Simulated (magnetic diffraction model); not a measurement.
**Ce3TaS6Cl3: what an assumed order does to the neutron pattern**

Space group P6_3/m (no. 176), a = 10.3910 Å, c = 6.0830 Å.

| site | atom | x | y | z |
| --- | --- | --- | --- | --- |
| 2c | Ta | 2/3 | 1/3 | 3/4 |
| 6h | Ce | 0.9064 | 0.5953 | 1/4 |
| 6h | Cl | 0.1904 | 0.9437 | 1/4 |
| 12i | S | 0.8385 | 0.3641 | 0.9930 |

The compound is invented for this exercise: a known structure type with other elements, its cell scaled to their sizes and not relaxed.

Only Ce is taken to order (form factors of Ce3+); orders and moment sizes are assumed, and not adapted to the symmetry. Radiation: neutrons of λ = 2.0775 Å, 2° to 55°; isotropic B of 0.32 Å² (Ta), 0.29 Å² (Ce), 0.43 Å² (Cl) and 0.48 Å² (S). Simulated constant-wavelength pattern: nuclear and magnetic terms add, the magnetic one as |2.695 fm × Σ f S⊥ exp(2πi Q·r) exp(−B s²)|², summed over all Q at one angle with the factor 1/(sin²θ cos θ). For a modulated order the moment at position r is S exp(−2πi k·r) + c.c., with S = m/2 for a sine wave of amplitude m and S = m(u + iv)/2 for moments turning in a plane, u and v being orthogonal unit vectors in it; the phase factor of the sum at Q = H + k is then exp(2πi H·r). Free-ion form factors, Sears's scattering lengths of 1992, no absorption; a label names one of the reflections at its angle. The strongest nuclear line in the range is 100, and lines under 0.2 are left out.

Assume the order k = (1/3 1/3 0), moments turning in the plane of [100] and [010], 0.85 μB on Ce; signs + at (0.9064, 0.5953, 1/4), + at (0.5953, 0.6889, 3/4), + at (0.6889, 0.0936, 1/4), + at (0.0936, 0.4047, 3/4), + at (0.4047, 0.3111, 1/4), + at (0.3111, 0.9064, 3/4).

Predict the pattern, nuclear and magnetic parts apart.

```tsv
2θ (°)	index	nuclear	magnetic
7.64	(1/3 1/3 0)	0.0	3.8
13.26	(1 0 0)	0.4	0.0
21.12	(2/3 -1/3 1)	0.0	0.3
23.79	(1 0 1)	4.2	0.0
25.02	(2/3 2/3 1)	0.0	0.7
26.70	(2 0 0)	8.8	0.0
27.81	(5/3 2/3 0)	0.0	0.3
28.42	(4/3 1/3 1)	0.0	1.0
30.49	(1 1 1)	1.0	0.0
34.29	(5/3 2/3 1)	0.0	0.6
35.56	(2 1 0)	13.6	0.0
36.91	(4/3 4/3 1)	0.0	0.2
39.94	(0 0 2)	13.6	0.0
40.73	(1/3 1/3 2)	0.0	0.5
40.96	(2 1 1)	100.0	0.0
42.26	(1 0 2)	12.6	0.0
45.42	(3 0 1)	15.0	0.0
46.62	(1 1 2)	3.1	0.0
47.14	(2 2 0)	1.2	0.0
48.69	(2 0 2)	11.2	0.0
49.19	(3 1 0)	29.4	0.0
49.37	(5/3 2/3 2)	0.0	0.3
51.35	(4/3 4/3 2)	0.0	0.2
51.55	(2 2 1)	4.7	0.0
52.19	(10/3 1/3 1)	0.0	0.2
53.28	(8/3 -1/3 2)	0.0	0.2
53.47	(3 1 1)	5.8	0.0
54.54	(2 1 2)	40.5	0.0
```

The strongest magnetic line in the range is (1/3 1/3 0) at 7.64° (3.8). On top of the Lorentz factor, which all lines share, magnetic lines fade with angle because f falls: for Ce3+ it is 0.96, 0.86, 0.71 and 0.43 at sin θ/λ = 0.1, 0.2, 0.3 and 0.5 Å⁻¹, while nuclear lengths stay constant. The order has no net moment.

[Logs are printed without paths, hosts, clocks, repeated set-up lines and the standing remarks that a program may print on its own settings, such as how far it seeks lower states.]
